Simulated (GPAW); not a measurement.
# Calculated records

```xyz
4
Lattice="4.319 0.000 0.000 0.000 3.487 0.000 0.000 0.000 13.100" Properties=species:S:1:pos:R:3 subject="Quasiparticle gap of AsP (puckered monolayer) in GPAW" method="DFT, LDA, plane waves, PAW (and 1 further level or step)" program="GPAW 26.7.0" settings_of_one_run="cutoff 550 eV, GPAW PAW setups 1.2.1 data release, 6×8×1 k-mesh" cost="4 runs, 5.4 min in all on 8 MPI ranks of Arm Neoverse V1, shared host (the runs of this entry)" notes="Values taken over the cell’s volume include its vacuum. The start is a generated structure, not a measured one. Limits: no spin-orbit coupling. Only 2 of the mesh’s irreducible points were corrected, so a valley elsewhere could overtake. Bands and cutoff are finite, so the gap is not at the basis limit. The miss can reach some tenths of an eV and take either sign; the mesh is an error of its own. Mesh or cutoff lie under what a gap needs, so these runs test behaviour and cost; their gaps are not to be quoted." lda_gap="0.25 eV, indirect" g0w0_gap_on_the_mesh="0.79 eV" g0w0_gap_over_the_zone_rigid_shift="0.75 eV" gw_settings="6×8×1 mesh, 96 bands, screening to 36 eV, full frequency, Hilbert transform" known_limits="not at the basis limit; no spin-orbit coupling"
P     0.237    0.000    7.619
As    1.818    1.743    7.745
As    2.500    1.743    5.355
P     4.082    0.000    5.481
```

[Paths, hosts, dates, memory and timing lines, banners, echoed tables and standing remarks are left out of the program output.]

[Logs are printed without paths, hosts, clocks, repeated set-up lines and the standing remarks that a program may print on its own settings, such as how far it seeks lower states.]

[Runs of the session that timed out or met a known fault of the program may be left out.]

[Hosts, paths, dates, database ids (printed as entryN), source tags and the programs' standing remarks are cut or masked in the printed files.]
